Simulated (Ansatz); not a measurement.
## BaCeSe3 (model cell, started as cubic perovskite with Ce in the octahedra): following an unstable mode

Aim: this structure of BaCeSe3 (model cell, started as cubic perovskite with Ce in the octahedra) is to be tested for unstable modes, and one is followed downhill.

Program: Ansatz 0.2.0. Level of theory: DFT PBEsol, scalar-relativistic, plane waves, PAW; PAW set soft_1. Results are calculated unless marked as measured.

The structure was built from a prototype and need not be the compound's stable phase.

### 1. Set-up

It takes space group Pm-3m (No. 221, cubic). The conventional cell has a = 5.463 Å, b = 5.463 Å, c = 5.463 Å, α = 90.00°, β = 90.00°, γ = 90.00°. Nearest to Ba lie 12 Se at 3.86 Å. Nearest to Ce lie 6 Se at 2.73 Å. Nearest to Se lie 2 Ce at 2.73 Å and 4 Ba at 3.86 Å. Farther neighbours and most contacts between anions are not listed.

### 2. Response at finite wavevector

The cell comes from relaxations at this level that are not shown. Stability and thermal properties need the whole zone. Linear response on a 2×2×2 q mesh gives force constants as far as a supercell of that size would, and the tensors from the zone-centre run are typed in so that the long-range dipole term is interpolated apart.

The input, input.yaml:

```yaml
crystal:
  lattice:
    - [5.4631095288, 0.0, 0.0]
    - [0.0, 5.4631095288, 0.0]
    - [0.0, 0.0, 5.4631095288]
  atoms:
    - { symbol: Ba, position: [0.0, 0.0, 0.0] }
    - { symbol: Ce, position: [0.5, 0.5, 0.5] }
    - { symbol: Se, position: [0.5, 0.5, 0.0] }
    - { symbol: Se, position: [0.5, 0.0, 0.5] }
    - { symbol: Se, position: [0.0, 0.5, 0.5] }
kpoints:
  mp_grid: { grid: [8, 8, 8] }
hamiltonian:
  xc: pbesol
  pseudopotentials: { kind: paw, azcp: { folder: soft_1 }, xc_functional: pbe }
scf:
  occupations: { method: fixed }
output:
  eigenvalues: true
phonons:
  method: dfpt
  qmesh: [2, 2, 2]
  temperatures: { t_max: 1000, t_step: 50 }
  qpath:
    path:
      - [[0.0, 0.0, 0.0], [0.0, 0.5, 0.0], [0.5, 0.5, 0.0], [0.0, 0.0, 0.0], [0.5, 0.5, 0.5], [0.0, 0.5, 0.0]]
      - [[0.5, 0.5, 0.5], [0.5, 0.5, 0.0]]
    npoints: 10
  non_analytic_term:
    high_frequency_dielectric_tensor: [[10.9307, 0.0, 0.0], [0.0, 10.9307, 0.0], [0.0, 0.0, 10.9307]]
    born_effective_charges:
      - { species: Ba, tensor: [[3.0544, 0.0, 0.0], [0.0, 3.0544, 0.0], [0.0, 0.0, 3.0544]] }
      - { species: Ce, tensor: [[6.9098, 0.0, 0.0], [0.0, 6.9098, 0.0], [0.0, 0.0, 6.9098]] }
      - { species: Se, tensor: [[-1.8407, 0.0, 0.0], [0.0, -1.8407, 0.0], [0.0, 0.0, -6.2829]] }
      - { species: Se, tensor: [[-1.8407, 0.0, 0.0], [0.0, -6.2829, 0.0], [0.0, 0.0, -1.8407]] }
      - { species: Se, tensor: [[-6.2829, 0.0, 0.0], [0.0, -1.8407, 0.0], [0.0, 0.0, -1.8407]] }
    source: "zone-centre run at this cell"
```

Started as:

```console
$ ansatz run input.yaml --threads 4 --pin off --max-ram 16384MiB --backend cpu --events-out ev --progress --plain --runs-dir out
```

Numbers of over 12 decimals in the logs are rounded to 6 here.

The log of the run:

```text
Engine: ansatz 0.2.0, aarch64-unknown-linux-gnu
Pseudopotentials: kind: paw
Pseudopotential: Ba, paw, valence charge 10, recommended cutoff 420 eV (normal), soft_1/Ba.paw.azcp
Pseudopotential: Ce, paw, valence charge 12, recommended cutoff 420 eV (normal), soft_1/Ce.paw.azcp
Pseudopotential: Se, paw, valence charge 16, recommended cutoff 420 eV (normal), soft_1/Se.paw.azcp
Functional definition: PBEsol
  exchange = pbesol_x
  correlation = pbesol_c
Crystal: 5 atoms, lattice volume = 163.050 Å³
Basis set: ecut = 420 eV, 3191 PW (Γ), exchange–correlation on 80×80×80 points (8 copies of the dense FFT grid, shifted against one another)
Bands: 42, of which v1, the nominal top of the filled ones, is band 35 counted from 1 (34 counted from 0)
Symmetry: 48 space group operations
k-points: 35 of 512
Non-local potential: Ba, projectors of the file, l = 0: 3, l = 1: 2, l = 2: 2, l = 3: 2
Non-local potential: Ce, projectors of the file, l = 0: 3, l = 1: 2, l = 2: 2, l = 3: 3
Non-local potential: Se, projectors of the file, l = 0: 2, l = 1: 2, l = 2: 3, l = 3: 1
PAW form: soft (Blöchl's): semilocal exchange-correlation on the pseudo side does not see the compensation charge
PAW frozen core: Ba, regenerated for the run's functional, and the local potential with it (the file was generated under x = pbe(κ = 0.804, μ = 0.219515), c = pbe(β = 0.066725))
PAW frozen core: Ce, regenerated for the run's functional, and the local potential with it (the file was generated under x = pbe(κ = 0.804, μ = 0.219515), c = pbe(β = 0.066725))
PAW frozen core: Se, regenerated for the run's functional, and the local potential with it (the file was generated under x = pbe(κ = 0.804, μ = 0.219515), c = pbe(β = 0.066725))
PAW one-centre angular grid: Ba, 194 points (default); XC on 64 Gauss nodes
PAW one-centre angular grid: Ce, 590 points (default); XC on 64 Gauss nodes
PAW one-centre angular grid: Se, 590 points (default); XC on 64 Gauss nodes
Initial density: superposition of atomic densities (chi_scale 0.1, normalization cell, long waves kept (reshape's long-wave potential 0.00 eV rms))
Initial wavefunctions: pseudopotential atomic-orbital guess
Functional: x = pbesol(κ = 0.804, μ = 0.123457), c = pbesol(β = 0.046)
SCF iter   1: F=—  HF=-28637.877054 eV  |F-HF|=—  |Δ(HF+E_count)|=         —  Δρ=3.39e-1  dr2=3.12e2  ethr=3.10e-3  ⟨swp⟩=4.1  Hψ=4778  notcnv=0  defer=109
preconditioner: auto → Resta (q_TF=auto, 2.370 Å⁻¹)  ε∞=8.6  [insulator: Δε(μ)=0.000 eV  Ē_g=5.795 eV  n_scr=32 (ndim 8)  ℏωp=15.9 eV  f_vac=0.000  ε∞_Penn≈8.6]
SCF iter   2: F=—  HF=-28676.432320 eV  |F-HF|=—  |Δ(HF+E_count)|=    3.86e1  Δρ=2.04e-1  dr2=8.65e1  ethr=3.10e-3  ⟨swp⟩=6.0  Hψ=6099  notcnv=0  defer=150
SCF iter   3: F=—  HF=-28649.227397 eV  |F-HF|=—  |Δ(HF+E_count)|=    2.72e1  Δρ=1.42e-1  dr2=4.21e1  ethr=3.10e-3  ⟨swp⟩=4.5  Hψ=4016  notcnv=0  defer=142
SCF iter   4: F=—  HF=-28629.633771 eV  |F-HF|=—  |Δ(HF+E_count)|=    1.96e1  Δρ=4.80e-2  dr2=4.70e0  ethr=3.10e-3  ⟨swp⟩=4.2  Hψ=3744  notcnv=0  defer=84
SCF iter   5: F=—  HF=-28630.910297 eV  |F-HF|=—  |Δ(HF+E_count)|=    1.28e0  Δρ=1.90e-1  dr2=8.70e1  ethr=3.10e-3  ⟨swp⟩=4.0  Hψ=3319  notcnv=0  defer=97  recentre
SCF iter   6: F=—  HF=-28631.150430 eV  |F-HF|=—  |Δ(HF+E_count)|=   2.40e-1  Δρ=6.28e-2  dr2=9.38e0  ethr=3.10e-3  ⟨swp⟩=4.2  Hψ=3965  notcnv=0  defer=127
SCF iter   7: F=—  HF=-28629.346028 eV  |F-HF|=—  |Δ(HF+E_count)|=    1.80e0  Δρ=4.04e-2  dr2=3.87e0  ethr=3.10e-3  ⟨swp⟩=3.5  Hψ=2998  notcnv=0  defer=110
SCF iter   8: F=—  HF=-28628.688534 eV  |F-HF|=—  |Δ(HF+E_count)|=   6.57e-1  Δρ=5.56e-3  dr2=7.20e-2  ethr=3.10e-3  ⟨swp⟩=3.6  Hψ=3267  notcnv=0  defer=79
SCF iter   9: F=—  HF=-28628.681248 eV  |F-HF|=—  |Δ(HF+E_count)|=   7.29e-3  Δρ=5.46e-4  dr2=5.92e-4  ethr=1.03e-4  ⟨swp⟩=2.9  Hψ=1837  notcnv=0  defer=124
SCF iter  10: F=—  HF=-28628.687417 eV  |F-HF|=—  |Δ(HF+E_count)|=   6.17e-3  Δρ=5.80e-3  dr2=7.87e-2  ethr=8.46e-7  ⟨swp⟩=3.6  Hψ=3121  notcnv=0  defer=156
SCF iter  11: F=—  HF=-28628.681705 eV  |F-HF|=—  |Δ(HF+E_count)|=   5.71e-3  Δρ=1.85e-3  dr2=8.24e-3  ethr=8.46e-7  ⟨swp⟩=4.9  Hψ=3868  notcnv=0  defer=151
SCF iter  12: F=—  HF=-28628.681090 eV  |F-HF|=—  |Δ(HF+E_count)|=   6.16e-4  Δρ=6.94e-4  dr2=1.15e-3  ethr=8.46e-7  ⟨swp⟩=2.3  Hψ=2198  notcnv=0  defer=144
SCF iter  13: F=—  HF=-28628.680997 eV  |F-HF|=—  |Δ(HF+E_count)|=   9.27e-5  Δρ=1.86e-4  dr2=8.13e-5  ethr=8.46e-7  ⟨swp⟩=2.2  Hψ=1671  notcnv=0  defer=144
SCF iter  14: F=—  HF=-28628.680992 eV  |F-HF|=—  |Δ(HF+E_count)|=   4.72e-6  Δρ=1.73e-5  dr2=7.27e-7  ethr=1.16e-7  ⟨swp⟩=1.8  Hψ=1534  notcnv=0  defer=92
SCF iter  15: F=—  HF=-28628.680991 eV  |F-HF|=—  |Δ(HF+E_count)|=   1.15e-6  Δρ=1.55e-5  dr2=6.04e-7  ethr=1.04e-9  ⟨swp⟩=1.9  Hψ=1599  notcnv=0  defer=62
SCF iter  16: F=—  HF=-28628.680991 eV  |F-HF|=—  |Δ(HF+E_count)|=   4.98e-8  Δρ=1.39e-6  dr2=4.98e-9  ethr=8.63e-10  ⟨swp⟩=1.8  Hψ=1525  notcnv=0  defer=62
SCF iter  17: F=—  HF=-28628.680991 eV  |F-HF|=—  |Δ(HF+E_count)|=  5.75e-10  Δρ=4.53e-7  dr2=4.88e-10  ethr=7.11e-12  ⟨swp⟩=2.2  Hψ=2621  notcnv=0  defer=62
SCF iter  18: F=—  HF=-28628.680991 eV  |F-HF|=—  |Δ(HF+E_count)|=  3.64e-11  Δρ=1.09e-7  dr2=3.01e-11  ethr=1.00e-12  ⟨swp⟩=1.9  Hψ=1663  notcnv=0  defer=62
SCF iter  19: F=—  HF=-28628.680991 eV  |F-HF|=—  |Δ(HF+E_count)|=    0.00e0  Δρ=7.07e-8  dr2=1.51e-11  ethr=1.00e-12  ⟨swp⟩=11.0  Hψ=8278  notcnv=0
SCF iter  20: F=-28628.680991 eV  HF=-28628.680991 eV  |F-HF|=7.28e-12  |Δ(HF+E_count)|=  7.28e-12  Δρ=4.23e-9  dr2=8.06e-14  ethr=1.00e-12  ⟨swp⟩=4.9  Hψ=5453  notcnv=0
SCF 1 converged in 20 iterations: F = -28628.680991 eV  dr2 = 8.06e-14
  greatest PAW one-centre occupation: 1.000 electrons in one spin orbital (limit 2), on the Se atom at site 3 (counted from 0), in its partial waves of l = 2
NSCF: frozen V_eff on 35 k-points
NSCF: frozen V_eff on 125 k-points
DFPT response loops at q = (0, 0, 0) (fractional): preconditioner auto → Resta (q_TF=auto, 2.370 Å⁻¹)  ε∞=9.3 (no band partly filled); β = 1.00, the filter's whole step (`scf.mixing.beta` (0.50) is not read by the response loops at its default; to damp them type it under 1.00, their step now; it binds the ground state too); Broyden in place of MSR1
NSCF: frozen V_eff on 250 k-points
DFPT response loops at q = (0, 0, -0.5) (fractional): mixed as the last ones told, above
NSCF: frozen V_eff on 250 k-points
DFPT response loops at q = (0, -0.5, -0.5) (fractional): mixed as the last ones told, above
NSCF: frozen V_eff on 250 k-points
DFPT response loops at q = (-0.5, -0.5, -0.5) (fractional): mixed as the last ones told, above
SCF converged after 20 iterations
Free energy (F): -28628.680991 eV
Harris-Foulkes:  -28628.680991 eV  (|F-HF|=7.28e-12)
Internal energy: -28628.680991 eV  (E = F + TS)
E sigma→0 (E₀):  -28628.680991 eV
Fermi energy:    7.426615 eV
--- Per-component energies (eV) ---
  E_band       = -1287.496282
  E_kinetic    = 728.009493
  E_local      = -10011.009226  (includes V_loc(G=0)·N_el)
  E_nonlocal   = -857.399592
  E_hartree    = 5060.874780
  E_xc         = -595.696126
  E_vxc        = -570.362748  (∫ρ·V_xc dr)
  E_paw        = -16857.236511  (= ΣΔE_a)
  E_vpaw       = -698.482611  (= ΣTr[D̂ρ^β])
  E_aug_tail   = -0.001143  (compensation charges beyond the density's cutoff)
  E_ewald      = -6099.625310
  E_core_change = 3.402643  (= ΣΔE_core)
  E_smearing   = -0.000000  (= −TS)
  E_closure    = 0.000000  (closes the sum)
  Σ components = -28628.680991   (vs F -28628.680991, Δ=0.00e0)
--- Band table (eV; the first three rows and the last of 35) ---
  k-point 0: bands = [... 31 lower, 6.1428, 6.7215, 6.7215, 6.7215, 8.1871, 8.5379, 8.5379, 8.5379, ... 3 higher]
  k-point 1: bands = [... 31 lower, 6.0513, 6.4116, 6.7070, 6.7070, 8.1825, 8.3992, 8.3992, 8.5102, ... 3 higher]
  k-point 2: bands = [... 31 lower, 5.8092, 5.8552, 6.6854, 6.6854, 8.1727, 8.2968, 8.2968, 8.4719, ... 3 higher]
  k-point 34: bands = [... 31 lower, 4.4298, 7.4266, 7.4266, 7.4266, 8.1201, 8.1653, 8.1653, 8.1653, ... 3 higher]
--- Phonons (Γ-DFPT): 4 representative perturbations + reference (Σ response iterations 12) ---
  ASR residual: 9.811e-5 → 0.000e0 eV/Å²; symmetrization residual: 1.002e-5 eV/Å²
  ASR residual per site (eV/Å²): 9.81e-5 1.40e-5 3.70e-5 3.70e-5 3.70e-5
  Γ frequencies (cm⁻¹): -51.05 -51.05 -51.05 -40.23 -40.23 -40.23 0.00 0.00 0.00 57.44 57.44 57.44 224.38 224.38 224.38
--- Phonons (arbitrary-q DFPT): 4 irreducible q on the 2×2×2 mesh ---
  q = [0.0000, 0.0000, 0.0000] (star 1, of the zone-centre solve; hermiticity 1.87e-6, symmetrization 7.46e-12): -51.05 -51.05 -51.05 -40.23 -40.23 -40.23 -0.00 -0.00 0.00 57.44 57.44 57.44 224.38 224.38 224.38
  q = [0.0000, 0.0000, -0.5000] (star 3, 9 solved perturbations in 975 linear systems a pass and spin channel, the states on 125 of 512 k-point pairs; hermiticity 1.58e-6, symmetrization 8.88e-12): -42.92 -42.92 -30.38 -30.38 -23.72 41.55 41.55 44.47 50.44 50.44 52.66 170.91 224.87 224.87 237.20
  q = [0.0000, -0.5000, -0.5000] (star 3, 9 solved perturbations in 975 linear systems a pass and spin channel, the states on 125 of 512 k-point pairs; hermiticity 3.20e-7, symmetrization 4.29e-13): -66.78 -48.83 -48.83 -23.38 28.10 28.10 48.75 48.75 50.87 79.38 173.42 173.42 195.59 225.43 243.86
  q = [-0.5000, -0.5000, -0.5000] (star 1, 4 solved perturbations in 350 linear systems a pass and spin channel, the states on 125 of 512 k-point pairs; hermiticity 1.23e-7, symmetrization 1.04e-11): -70.34 -70.34 -70.34 -40.51 -40.51 -40.51 77.37 77.37 77.37 175.05 175.05 175.05 191.69 191.69 249.70
  sum rule: each row above includes the acoustic sum rule's correction from the zone centre's row sums; it moved no ω² by more than (0.44 cm⁻¹)²
  mesh force constants: q→R imaginary residual 4.46e-18; ASR residual 9.811e-5 → 0.000e0 eV/Å²; symmetrization residual 1.243e-14 eV/Å²
  interpolated dispersion: 63 rows × 15 modes
  density of states and harmonic sums: on the 12×12×12 q-mesh, interpolated from the force constants of a 2×2×2 supercell (with the dipole–dipole term of supplied tensors)
  largest difference from the sums on the solved wave vectors: F 4.29e-2 eV, S 4.69e-5 and C_V 1.95e-5 eV/K
  zero-point energy: 0.075444 eV/cell   skipped modes (ω ≤ 0): 445, of them read as no rigid motion or as one in doubt: 442 (5.295e0 modes/cell left out, lowest -70.34 cm⁻¹)   left out of the sums: 3.53e-1 of the cell's modes: C_V's classical limit lies that fraction below 3 k_B per atom; for a crystal, a wire or a layer, F and S can be off by more, and a phonons.interpolated_qmesh denser along its periods is the remedy for the sampling
```

It took 8.5 min on 4 threads of Arm Neoverse V2, shared host; peak memory 2.4 GiB.

Reading the cycles: dr2 is the Hartree energy of the density residual (eV), the measure of convergence; HF is the Harris–Foulkes estimate of the energy, which meets the free energy F at convergence.

Numbers from this step:

```
gap on the k-mesh                                       : 0.6935 eV
volume per atom                                         : 32.61 Å³
sum-rule residual before enforcement                    : 9.81e-5 eV/Å²
lowest frequency on the path                            : -70.34 cm⁻¹
point group                                             : m-3m
highest frequency on the path or at a solved wavevector : 270.7 cm⁻¹
highest optical mode at the zone centre (no LO-TO term) : 224.4 cm⁻¹
lowest optical zone-centre mode                         : -51.05 cm⁻¹
lowest mode on the q mesh (acoustic modes at Γ apart)   : -70.34 cm⁻¹
```

Frequencies (cm⁻¹) solved at each irreducible wavevector; negative means imaginary. Frequencies by wavevector, by row:

| q in reciprocal lattice units | star | mode 1 | mode 2 | mode 3 | mode 4 | mode 13 | mode 14 | mode 15 |
| --- | --- | --- | --- | --- | --- | --- | --- | --- |
| 0 0 0 | 1 | -51 | -51 | -51 | -40.2 | 224.4 | 224.4 | 224.4 |
| 0 0 -0.5 | 3 | -42.9 | -42.9 | -30.4 | -30.4 | 224.9 | 224.9 | 237.2 |
| 0 -0.5 -0.5 | 3 | -66.8 | -48.8 | -48.8 | -23.4 | 195.6 | 225.4 | 243.9 |
| -0.5 -0.5 -0.5 | 1 | -70.3 | -70.3 | -70.3 | -40.5 | 191.7 | 191.7 | 249.7 |

Interpolated from a 2×2×2 q mesh, with the LO-TO term (at Γ the limit along the path; where Γ stands inside the path, tables give the limit on arrival). Phonon branches along the path, in cm⁻¹:

| point | branch 1 | branch 2 | branch 3 | branch 4 | branch 12 | branch 13 | branch 14 | branch 15 |
| --- | --- | --- | --- | --- | --- | --- | --- | --- |
| Γ | -51 | -51 | -40 | -40 | 71 | 224 | 224 | 271 |
| halfway | -48 | -48 | -33 | -33 | 118 | 225 | 225 | 259 |
| X | -43 | -43 | -30 | -30 | 171 | 225 | 225 | 237 |
| halfway | -57 | -43 | -40 | -36 | 172 | 208 | 225 | 248 |
| M | -67 | -49 | -49 | -23 | 173 | 196 | 225 | 244 |
| halfway | -53 | -44 | -43 | -32 | 121 | 214 | 225 | 259 |
| Γ | -51 | -51 | -40 | -40 | 71 | 224 | 224 | 271 |
| halfway | -52 | -51 | -51 | -33 | 123 | 215 | 215 | 261 |
| R | -70 | -70 | -70 | -40 | 175 | 192 | 192 | 250 |
| halfway | -58 | -57 | -49 | -38 | 173 | 204 | 215 | 254 |
| X | -43 | -43 | -30 | -30 | 171 | 225 | 225 | 237 |
| jump to R | -70 | -70 | -70 | -40 | 175 | 192 | 192 | 250 |
| halfway | -69 | -58 | -58 | -36 | 174 | 194 | 210 | 251 |
| M | -67 | -49 | -49 | -23 | 173 | 196 | 225 | 244 |

Symmetry leaves 4 wavevectors to solve. The lowest mode among them, the acoustic zeros apart, lies at q = (-0.5, -0.5, -0.5) and is imaginary, 70.3i cm⁻¹, so the energy falls along it.

### 3. The mode frozen in, largest atomic shift 0 Å

The mode followed lies at q = (0, -0.5, -0.5) with frequency 66.8i cm⁻¹, one of the unstable modes though not the softest. At small amplitude the distorted cell has space group no. 127 by a symmetry search on the positions. The undistorted cell that holds it gives the zero of energy on the same k mesh.

System of this step: BaCeSe3 (model cell, started as cubic perovskite with Ce in the octahedra). Symmetry: Pm-3m, No. 221, cubic system. The conventional cell has a = 5.463 Å, b = 5.463 Å, c = 5.463 Å, α = 90.00°, β = 90.00°, γ = 90.00°. Ba has 12 Se at 3.86 Å nearest. Nearest to Ce lie 6 Se at 2.73 Å. Nearest to Se lie 2 Ce at 2.73 Å and 4 Ba at 3.86 Å. Nearest to Se lie 2 Ce at 2.73 Å and 4 Ba at 3.86 Å. Farther neighbours and most contacts between anions are not listed.

The input, input.yaml:

```yaml
crystal:
  lattice:
    - [-5.4631095288, 0.0, 0.0]
    - [0.0, -5.4631095288, -5.4631095288]
    - [0.0, -5.4631095288, 5.4631095288]
  atoms:
    - { symbol: Ba, position: [0.0, 0.5, 0.5] }
    - { symbol: Ba, position: [0.0, 0.0, 0.0] }
    - { symbol: Ce, position: [0.5, 1.0, 0.5] }
    - { symbol: Ce, position: [0.5, 0.5, 0.0] }
    - { symbol: Se, position: [0.5, 0.25, 0.25] }
    - { symbol: Se, position: [0.5, 0.75, 0.75] }
    - { symbol: Se, position: [0.5, 0.25, 0.75] }
    - { symbol: Se, position: [0.5, 0.75, 0.25] }
    - { symbol: Se, position: [0.0, 1.0, 0.5] }
    - { symbol: Se, position: [0.0, 0.5, 0.0] }
kpoints:
  mp_grid: { grid: [6, 4, 4] }
hamiltonian:
  xc: pbesol
  pseudopotentials: { kind: paw, azcp: { folder: soft_1 }, xc_functional: pbe }
scf:
  occupations: { method: gaussian, width: 0.02 }
output:
  forces: true
  stress: true
  eigenvalues: true
```

The log of the run:

```text
band count auto-derived: 89 (N_el = 140.0; filled up to band 70; 84 by the electrons, moments and atoms)
[...]
Crystal: 10 atoms, lattice volume = 326.099 Å³
Basis set: ecut = 420 eV, 6359 PW (Γ), exchange–correlation on 80×108×108 points (8 copies of the dense FFT grid, shifted against one another)
[...]
k-point 0: bands = [... 66 lower, 6.7212, 6.7213, 6.7213, 7.3381, 8.1685, 8.1863, 8.1879, 8.1882, ... 15 higher]
  k-point 1: bands = [... 66 lower, 6.4677, 6.5506, 6.6876, 7.0293, 8.1675, 8.1785, 8.1984, 8.2026, ... 15 higher]
  k-point 2: bands = [... 66 lower, 6.5324, 6.5324, 6.6147, 6.6147, 8.1691, 8.1691, 8.2372, 8.2372, ... 15 higher]
  k-point 23: bands = [... 66 lower, 6.5265, 6.5265, 7.3377, 7.3377, 8.1685, 8.1685, 8.1879, 8.1879, ... 15 higher]
[key lines of the parts left out:]
SCF converged after 13 iterations
Free energy (F): -57257.361350 eV
Fermi energy:    7.773449 eV
P = ⅓ Tr σ = 0.0042 GPa (0.042 kbar)
```

Wall time 15 s (4 threads); peak memory 1.2 GiB.

Numbers from this step:

```yaml
pressure: 0.004218 GPa
gap_on_the_k_mesh: 0.6923 eV
energy_from_the_undistorted_cell: 0 meV/atom
```

At this level the gap is 0.69 eV on the k-mesh of the self-consistent run, which can miss the band edges.

### 4. The mode frozen in, largest atomic shift 0.6 Å

The atoms are moved along the unstable eigenvector, the largest shift by 0.6 Å, with the cell fixed.

input.yaml, the sections that differ from step 3:

```yaml
crystal:
  lattice:
    - [-5.4631095288, 0.0, 0.0]
    - [0.0, -5.4631095288, -5.4631095288]
    - [0.0, -5.4631095288, 5.4631095288]
  atoms:
    - { symbol: Ba, position: [0.0, 0.5, 0.5] }
    - { symbol: Ba, position: [0.0, 0.0, 0.0] }
    - { symbol: Ce, position: [0.5, 1.0, 0.5] }
    - { symbol: Ce, position: [0.5, 0.5, 0.0] }
    - { symbol: Se, position: [0.5, 0.304913781, 0.304913781] }
    - { symbol: Se, position: [0.5, 0.695086219, 0.695086219] }
    - { symbol: Se, position: [0.5, 0.195086219, 0.804913781] }
    - { symbol: Se, position: [0.5, 0.804913781, 0.195086219] }
    - { symbol: Se, position: [0.0, 1.0, 0.5] }
    - { symbol: Se, position: [0.0, 0.5, 0.0] }
# kpoints, hamiltonian, scf, output: as in step 3
```

The log of the run:

```text
[...]
Crystal: 10 atoms, lattice volume = 326.099 Å³
Basis set: ecut = 420 eV, 6359 PW (Γ), exchange–correlation on 80×108×108 points (8 copies of the dense FFT grid, shifted against one another)
Bands: 89, of which v1, the nominal top of the filled ones, is band 70 counted from 1 (69 counted from 0)
Symmetry: 16 space group operations
[...]
k-points: 24 of 96
[...]
k-point 0: bands = [... 66 lower, 6.4049, 6.5382, 6.5663, 6.5663, 7.9032, 7.9114, 7.9357, 7.9357, ... 15 higher]
  k-point 1: bands = [... 66 lower, 6.3626, 6.4685, 6.5035, 6.6424, 7.9024, 7.9085, 7.9440, 7.9544, ... 15 higher]
  k-point 2: bands = [... 66 lower, 6.4279, 6.4279, 6.5869, 6.5869, 7.9033, 7.9033, 7.9828, 7.9828, ... 15 higher]
  k-point 23: bands = [... 66 lower, 6.3060, 6.3060, 6.9971, 6.9971, 7.8982, 7.8982, 7.9294, 7.9294, ... 15 higher]
[key lines of the parts left out:]
SCF converged after 14 iterations
Free energy (F): -57257.946509 eV
Fermi energy:    7.547284 eV
P = ⅓ Tr σ = -1.0212 GPa (-10.212 kbar)
```

Wall time 16 s (4 threads); peak memory 1.2 GiB; 64 s of CPU time.

Numbers from this step:

```yaml
pressure: -1.021 GPa
gap_on_the_k_mesh: 0.6331 eV
energy_from_the_undistorted_cell: -58.52 meV/atom
```

The energy, extrapolated to zero smearing, is -58.52 meV/atom against the undistorted cell.

The run ends at a pressure of -1.02 GPa, with forces up to 0.24 eV/Å.

(Continued in part 2 of 2.)

[Logs are printed without paths, hosts, clocks, repeated set-up lines and the standing remarks that a program may print on its own settings, such as how far it seeks lower states.]

[Hosts, paths, dates, database ids (printed as entryN), source tags and the programs' standing remarks are cut or masked in the printed files.]
